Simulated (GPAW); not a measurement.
## Screening of a field by a 8-layer slab of Fe(100)

Aim: the dipole that a field along the normal induces in a 8-layer slab of Fe(100).

Calculated with GPAW 26.7.0; GPAW, PAW setups; slab in vacuum, relaxation, in the first sound run; inputs show where later runs differ.

### Step 1. The starting structure

The cell holds 8 atoms: 8 Fe. Its edges and angles: a = 2.870 Å, b = 2.870 Å, c = 24.045 Å, α = 90.0°, β = 90.0°, γ = 90.0°. Vacuum lies along c.

Coordinates:

```cif
data_structure
_symmetry_space_group_name_H-M 'P 1'
_symmetry_Int_Tables_number 1
_cell_length_a 2.8700
_cell_length_b 2.8700
_cell_length_c 24.0450
_cell_angle_alpha 90.000
_cell_angle_beta 90.000
_cell_angle_gamma 90.000
_cell_volume 198.06
loop_
_atom_site_label
_atom_site_type_symbol
_atom_site_fract_x
_atom_site_fract_y
_atom_site_fract_z
_atom_site_occupancy
Fe1 Fe 0.50000 0.50000 0.29112 1
Fe2 Fe 0.00000 0.00000 0.35080 1
Fe3 Fe 0.50000 0.50000 0.41048 1
Fe4 Fe 0.00000 0.00000 0.47016 1
Fe5 Fe 0.50000 0.50000 0.52984 1
Fe6 Fe 0.00000 0.00000 0.58952 1
Fe7 Fe 0.50000 0.50000 0.64920 1
Fe8 Fe 0.00000 0.00000 0.70888 1
```

### Step 2. Relaxation

The atoms are relaxed first, since the surface dipole, and with it the work function, follows the positions of the outer layers. The lowest 4 atoms are held at bulk positions and keep their forces.

Input file run.py:

```python
import json
import numpy as np
from ase import Atoms
from ase.constraints import FixAtoms
from ase.optimize import BFGS
from gpaw import GPAW, PW

slab = Atoms(
    ['Fe', 'Fe', 'Fe', 'Fe', 'Fe', 'Fe', 'Fe', 'Fe'],
    positions=[
        [1.43500, 1.43500, 7.00000],
        [0.00000, 0.00000, 8.43500],
        [1.43500, 1.43500, 9.87000],
        [0.00000, 0.00000, 11.30500],
        [1.43500, 1.43500, 12.74000],
        [0.00000, 0.00000, 14.17500],
        [1.43500, 1.43500, 15.61000],
        [0.00000, 0.00000, 17.04500]],
    cell=[[2.87, 0.0, 0.0], [0.0, 2.87, 0.0], [0.0, 0.0, 24.045]],
    pbc=[True, True, False],
    magmoms=[2.5, 2.5, 2.5, 2.5, 2.5, 2.5, 2.5, 2.5])

slab.calc = GPAW(mode=PW(400), xc='PBE', kpts={'size': (11, 11, 1), 'gamma': True},
                 occupations={'name': 'fermi-dirac', 'width': 0.1}, nbands='160%',
                 convergence={'density': 1e-05}, maxiter=200,
                 poissonsolver={'dipolelayer': 'xy'},
                 symmetry={'tolerance': 1e-3, 'extra_ids': [1, 1, 1, 1, 0, 0, 0, 0]}, txt='slab.txt')
result = {}
slab.set_constraint(FixAtoms([0, 1, 2, 3]))
path = []
opt = BFGS(slab, maxstep=0.2)
opt.attach(lambda: path.append((slab.get_potential_energy(), slab.positions.tolist(), slab.get_forces().tolist())))
result['relaxed'] = bool(opt.run(fmax=0.03, steps=40))
result['path'] = path
energy = slab.get_potential_energy()
fermi = slab.calc.get_fermi_level()
v = slab.calc.get_electrostatic_potential().mean((0, 1)) - fermi
n = slab.calc.get_pseudo_density().mean((0, 1))
L = slab.cell[2, 2]
z = np.arange(len(v)) * L / len(v)
low, high = slab.positions[:, 2].min(), slab.positions[:, 2].max()
below, above = np.interp([low - 4.8, high + 4.8], z, v)
slopes = [np.interp(x, z, np.gradient(v, z)) for x in (low - 4.8, high + 4.8)]
eps = np.array([[slab.calc.get_eigenvalues(k, s) for k in range(len(slab.calc.get_ibz_k_points()))]
                for s in range(slab.calc.get_number_of_spins())]) - fermi
top, bottom = eps[eps < 0].max(), eps[eps > 0].min()
dipole = slab.get_dipole_moment()[2]
print(f'energy {energy:.4f} eV, Fermi level {fermi:.4f} eV, dipole {dipole:.5f} e A')
print(f'potential 4.8 A off the faces, from the Fermi level: lower {below:.4f} eV, upper {above:.4f} eV')
print(f'slope of the potential there: lower {slopes[0]:.5f}, upper {slopes[1]:.5f} eV/A')
print(f'nearest levels on the mesh: {top:.4f} and {bottom:.4f} eV')
print('magnetic moment', round(slab.get_magnetic_moment(), 3))
result.update(energy=energy, fermi=fermi, dipole=dipole, below=below, above=above, slopes=slopes, edges=[top, bottom],
              z=z.tolist(), v=v.tolist(), n=n.tolist(), positions=slab.positions.tolist(),
              forces=slab.get_forces(apply_constraint=False).tolist(), moments=slab.get_magnetic_moments().tolist())
json.dump(result, open('result.json', 'w'))
```

Started as:

```
$ OMP_NUM_THREADS=1 OPENBLAS_NUM_THREADS=1 python run.py
```

The program printed:

```text
Step          Energy          fmax
BFGS:    0      -68.810716        0.316696
BFGS:    1      -68.813621        0.277019
BFGS:    2      -68.820322        0.087120
BFGS:    3      -68.820517        0.080647
BFGS:    4      -68.822149        0.119955
BFGS:    5      -68.822423        0.125746
BFGS:    6      -68.823998        0.108363
BFGS:    7      -68.824626        0.061768
BFGS:    8      -68.824897        0.079837
BFGS:    9      -68.825095        0.079155
BFGS:   10      -68.825310        0.058733
BFGS:   11      -68.825458        0.023644
energy -68.6788 eV, Fermi level 2.7233 eV, dipole -0.00114 e A
potential 4.8 A off the faces, from the Fermi level: lower 3.8828 eV, upper 3.8861 eV
slope of the potential there: lower -0.00098, upper 0.00090 eV/A
nearest levels on the mesh: -0.0041 and 0.0054 eV
magnetic moment 20.159
```

The job ended after 3.2 h (1 thread of Arm Neoverse N1, shared host; peak memory 0.38 GiB).

Step by step:

```
step  energy less that of the first step (eV)  largest force (eV/Å)
   1                                   0.0000                0.3167
   2                                  -0.0031                0.2770
   3                                  -0.0108                0.0871
   4                                  -0.0110                0.0806
   5                                  -0.0122                0.1200
   6                                  -0.0124                0.1257
   7                                  -0.0133                0.1084
   8                                  -0.0136                0.0618
   9                                  -0.0138                0.0798
  10                                  -0.0140                0.0792
  11                                  -0.0143                0.0587
  12                                  -0.0145                0.0236
```

The atoms that moved most (Å):

```
atom     dx     dy      dz  length
 Fe8  0.000  0.000  -0.097   0.097
 Fe6  0.000  0.000  -0.048   0.048
 Fe7  0.000  0.000  -0.034   0.034
 Fe5  0.000  0.000  -0.028   0.028
```

Final coordinates:

```cif
data_structure
_symmetry_space_group_name_H-M 'P 1'
_symmetry_Int_Tables_number 1
_cell_length_a 2.8700
_cell_length_b 2.8700
_cell_length_c 24.0450
_cell_angle_alpha 90.000
_cell_angle_beta 90.000
_cell_angle_gamma 90.000
_cell_volume 198.06
loop_
_atom_site_label
_atom_site_type_symbol
_atom_site_fract_x
_atom_site_fract_y
_atom_site_fract_z
_atom_site_occupancy
Fe1 Fe 0.50000 0.50000 0.29112 1
Fe2 Fe 0.00000 0.00000 0.35080 1
Fe3 Fe 0.50000 0.50000 0.41048 1
Fe4 Fe 0.00000 0.00000 0.47016 1
Fe5 Fe 0.50000 0.50000 0.52868 1
Fe6 Fe 0.00000 0.00000 0.58750 1
Fe7 Fe 0.50000 0.50000 0.64778 1
Fe8 Fe 0.00000 0.00000 0.70486 1
```

This step gave:

```
dipole along the normal                    : -0.001137 e·Å
levels nearest the Fermi level on the mesh : -0.004086, 0.005369 eV from the Fermi level
upper work function                        : 3.886 eV
lower work function                        : 3.883 eV
site moments                               : 2.942, 2.402, 2.416, 2.299, 2.265, 2.415, 2.351, 2.915 μB
sum of the site moments                    : 20.00 μB
```

The electrostatic potential energy of an electron (without an applied field's), less the Fermi level, planar mean oscillates, so the rows of the table below give means over windows of 1.4 Å about each position, cut where the curve ends. Its maxima inside the range that stand out by 2 % of the span (Å: eV): 7.7: -5.42, 9.1: -5.32, 10.6: -5.29, 12.0: -5.58, 13.4: -5.52, 14.8: -5.16, 16.2: -6.38. Its minima: 7.0: -14.6, 8.5: -14.4, 9.9: -14.4, 11.3: -14.4, 12.7: -14.3, 14.2: -14.4, 15.6: -14.6, 17.0: -14.6.

The electrostatic potential energy of an electron (without an applied field's), less the Fermi level, planar mean by z; means over each step:

z (Å), electrostatic potential energy of an electron (without an applied field's), less the Fermi level, planar mean (eV) and a bar from the least value:
```
     0.70        3.9 ##############################
     2.10        3.9 ##############################
     3.50        3.9 ##############################
     4.90        3.5 #############################
     6.30       -4.0 #############
     7.70       -9.7 #
     9.10       -9.6 ##
    10.50       -9.5 ##
    11.90       -9.8 #
    13.30       -9.7 #
    14.70       -9.4 ##
    16.10      -10.4 
    17.50       -5.7 ##########
    18.90        3.4 #############################
    20.30        3.9 ##############################
    21.70        3.9 ##############################
    23.10        3.9 ##############################
```

The pseudo valence density, planar mean oscillates, so the rows of the table below give means over windows of 1 Å about each position, cut where the curve ends. Its maxima inside the range that stand out by 2 % of the span (Å: e/Å³): 7.1: 0.992, 8.4: 1.02, 9.9: 1.05, 11.4: 1.02, 12.7: 1.04, 14.2: 1.04, 15.7: 1.00, 17.0: 1.03. Its minima: 7.7: 0.430, 9.2: 0.433, 10.5: 0.432, 12.0: 0.443, 13.5: 0.450, 14.8: 0.421, 16.3: 0.464.

Table of pseudo valence density, planar mean by z; means over each step:

```
z (Å)  pseudo valence density, planar mean (e/Å³)
    3                                      1.0e-4
    4                                     0.00105
    5                                      0.0112
    6                                       0.131
    7                                       0.727
    8                                       0.649
    9                                       0.600
   10                                       0.755
   11                                       0.705
   12                                       0.595
   13                                       0.719
   14                                       0.757
   15                                       0.591
   16                                       0.678
   17                                       0.725
   18                                       0.115
   19                                     0.00967
   20                                      9.2e-4
   21                                      9.0e-5
```

Site moment by atom:

```
atom  site moment (μB)
 Fe1              2.94
 Fe2              2.40
 Fe3              2.42
 Fe4              2.30
 Fe5              2.26
 Fe6              2.41
 Fe7              2.35
 Fe8              2.91
```

The relaxation lowered the energy of the cell by 0.0145 eV (energies extrapolated to zero smearing; the optimiser's log prints free energies). The largest force left on a free atom is 0.024 eV/Å.

### Step 3. Plane waves, PBE

The work function is the vacuum plateau of the electrostatic potential less the Fermi level; a dipole layer lets the two faces have plateaus of their own.

This step: GPAW, PAW setups; slab in vacuum (GPAW 26.7.0).

Edit run.py of step 2 so:

```diff
@@ -3,4 +3,2 @@
 from ase import Atoms
-from ase.constraints import FixAtoms
-from ase.optimize import BFGS
 from gpaw import GPAW, PW
@@ -14,6 +12,6 @@
         [0.00000, 0.00000, 11.30500],
-        [1.43500, 1.43500, 12.74000],
-        [0.00000, 0.00000, 14.17500],
-        [1.43500, 1.43500, 15.61000],
-        [0.00000, 0.00000, 17.04500]],
+        [1.43500, 1.43500, 12.71216],
+        [-0.00000, -0.00000, 14.12651],
+        [1.43500, 1.43500, 15.57585],
+        [-0.00000, 0.00000, 16.94845]],
     cell=[[2.87, 0.0, 0.0], [0.0, 2.87, 0.0], [0.0, 0.0, 24.045]],
@@ -26,10 +24,4 @@
                  poissonsolver={'dipolelayer': 'xy'},
-                 symmetry={'tolerance': 1e-3, 'extra_ids': [1, 1, 1, 1, 0, 0, 0, 0]}, txt='slab.txt')
+                 symmetry={'tolerance': 1e-3}, txt='slab.txt')
 result = {}
-slab.set_constraint(FixAtoms([0, 1, 2, 3]))
-path = []
-opt = BFGS(slab, maxstep=0.2)
-opt.attach(lambda: path.append((slab.get_potential_energy(), slab.positions.tolist(), slab.get_forces().tolist())))
-result['relaxed'] = bool(opt.run(fmax=0.03, steps=40))
-result['path'] = path
 energy = slab.get_potential_energy()
```

The program printed:

```text
energy -68.6788 eV, Fermi level 2.7233 eV, dipole -0.00111 e A
potential 4.8 A off the faces, from the Fermi level: lower 3.8827 eV, upper 3.8862 eV
slope of the potential there: lower -0.00098, upper 0.00090 eV/A
nearest levels on the mesh: -0.0041 and 0.0054 eV
magnetic moment 20.159
```

It took 24 min on 1 thread; peak memory 0.37 GiB.

Numbers from this step:

| Quantity | Value |
| --- | --- |
| dipole along the normal | -0.001115 e·Å |
| levels nearest the Fermi level on the mesh | -0.004083, 0.005375 eV from the Fermi level |

The electrostatic potential energy of an electron (without an applied field's), less the Fermi level, planar mean oscillates, so the rows of the table below give means over windows of 1.4 Å about each position, cut where the curve ends. Its maxima inside the range that stand out by 2 % of the span (Å: eV): 7.7: -5.42, 9.1: -5.32, 10.6: -5.29, 12.0: -5.58, 13.4: -5.52, 14.8: -5.16, 16.2: -6.38. Its minima: 7.0: -14.6, 8.5: -14.4, 9.9: -14.4, 11.3: -14.4, 12.7: -14.3, 14.2: -14.4, 15.6: -14.6, 17.0: -14.6.

Electrostatic potential energy of an electron (without an applied field's), less the Fermi level, planar mean against z; means over each step:

```
z (Å)  electrostatic potential energy of an electron (without an applied field's), less the Fermi level, planar mean (eV)
 0.70                                                                                                                3.88
 2.10                                                                                                                3.88
 3.50                                                                                                                3.87
 4.90                                                                                                                3.54
 6.30                                                                                                               -3.95
 7.70                                                                                                               -9.67
 9.10                                                                                                               -9.55
10.50                                                                                                               -9.50
11.90                                                                                                               -9.79
13.30                                                                                                               -9.75
14.70                                                                                                               -9.43
16.10                                                                                                               -10.4
17.50                                                                                                               -5.70
18.90                                                                                                                3.41
20.30                                                                                                                3.87
21.70                                                                                                                3.89
23.10                                                                                                                3.89
```

The pseudo valence density, planar mean oscillates, so the rows of the table below give means over windows of 1 Å about each position, cut where the curve ends. Its maxima inside the range that stand out by 2 % of the span (Å: e/Å³): 7.1: 0.992, 8.4: 1.02, 9.9: 1.05, 11.4: 1.02, 12.7: 1.04, 14.2: 1.04, 15.7: 1.00, 17.0: 1.03. Its minima: 7.7: 0.430, 9.2: 0.433, 10.5: 0.432, 12.0: 0.443, 13.5: 0.450, 14.8: 0.421, 16.3: 0.464.

The pseudo valence density, planar mean by z; means over each step:

(Unchanged from step 2.)

Force by atom:

```
atom  x (eV/Å)  y (eV/Å)  z (eV/Å)   size
 Fe1     0.000     0.000     0.310  0.310
 Fe2     0.000     0.000    -0.306  0.306
 Fe3     0.000     0.000     0.086  0.086
 Fe4     0.000     0.000    -0.076  0.076
 Fe5     0.000     0.000    -0.024  0.024
 Fe6     0.000     0.000     0.019  0.019
 Fe7     0.000     0.000     0.004  0.004
 Fe8     0.000     0.000    -0.012  0.012
```

The potential is flat to 9.8e-4 eV/Å where it is read, so the vacuum is wide enough.

### Step 4. Field on

A uniform field along the normal polarises the slab; the atoms stay fixed, so this is the electronic response alone.

Edit run.py of step 3 so:

```diff
@@ -4,2 +4,3 @@
 from gpaw import GPAW, PW
+from gpaw.external import ConstantElectricField
 
@@ -24,2 +25,3 @@
                  poissonsolver={'dipolelayer': 'xy'},
+                 external=ConstantElectricField(-0.2, [0, 0, 1]),
                  symmetry={'tolerance': 1e-3}, txt='slab.txt')
```

The program printed:

```text
energy -68.6910 eV, Fermi level 2.7249 eV, dipole -0.12271 e A
potential 4.8 A off the faces, from the Fermi level: lower 2.5337 eV, upper 5.2290 eV
slope of the potential there: lower -0.00064, upper 0.00152 eV/A
nearest levels on the mesh: -0.0040 and 0.0054 eV
magnetic moment 20.158
```

Elapsed: 2.5 h, on 1 thread; peak memory 0.81 GiB.

Numbers from this step:

```yaml
dipole_along_the_normal: -0.1227 e·Å
levels_nearest_the_fermi_level_on_the_mesh: -0.003996, 0.005412 eV from the Fermi level
site_moments: 2.945, 2.401, 2.416, 2.299, 2.265, 2.415, 2.352, 2.911 μB
potential_below_the_slab_the_applied_field_s_own_ramp_left_out: 2.534 eV from the Fermi level
potential_above_the_slab_the_applied_field_s_own_ramp_left_out: 5.229 eV from the Fermi level
```

The electrostatic potential energy of an electron (without an applied field's), less the Fermi level, planar mean oscillates, so the rows of the table below give means over windows of 1.4 Å about each position, cut where the curve ends. Its maxima inside the range that stand out by 2 % of the span (Å: eV): 7.7: -6.28, 9.1: -5.90, 10.6: -5.57, 12.0: -5.58, 13.4: -5.24, 14.8: -4.60, 16.2: -5.54, 23.5: 5.23. Its minima: 7.0: -15.6, 8.5: -15.1, 9.9: -14.9, 11.3: -14.5, 12.7: -14.2, 14.2: -13.9, 15.6: -13.9, 17.0: -13.6.

Table of electrostatic potential energy of an electron (without an applied field's), less the Fermi level, planar mean by z; means over each step:

```
z (Å)  electrostatic potential energy of an electron (without an applied field's), less the Fermi level, planar mean (eV)
 0.70                                                                                                                2.71
 2.10                                                                                                                2.53
 3.50                                                                                                                2.52
 4.90                                                                                                                2.23
 6.30                                                                                                               -5.10
 7.70                                                                                                               -10.5
 9.10                                                                                                               -10.1
10.50                                                                                                               -9.80
11.90                                                                                                               -9.81
13.30                                                                                                               -9.49
14.70                                                                                                               -8.89
16.10                                                                                                               -9.54
17.50                                                                                                               -4.59
18.90                                                                                                                4.71
20.30                                                                                                                5.21
21.70                                                                                                                5.23
23.10                                                                                                                5.20
```

Force by atom:

```
atom  x (eV/Å)  y (eV/Å)  z (eV/Å)   size
 Fe1     0.000     0.000     0.309  0.309
 Fe2     0.000     0.000    -0.306  0.306
 Fe3     0.000     0.000     0.087  0.087
 Fe4     0.000     0.000    -0.077  0.077
 Fe5     0.000     0.000    -0.024  0.024
 Fe6     0.000     0.000     0.020  0.020
 Fe7     0.000     0.000     0.006  0.006
 Fe8     0.000     0.000    -0.013  0.013
```

The dipole is now -0.123 e Å, against -0.0011 in the run without a field.

(Continued in part 2 of 2.)

[Logs are printed without paths, hosts, clocks, repeated set-up lines and the standing remarks that a program may print on its own settings, such as how far it seeks lower states.]

[Hosts, paths, dates, database ids (printed as entryN), source tags and the programs' standing remarks are cut or masked in the printed files.]
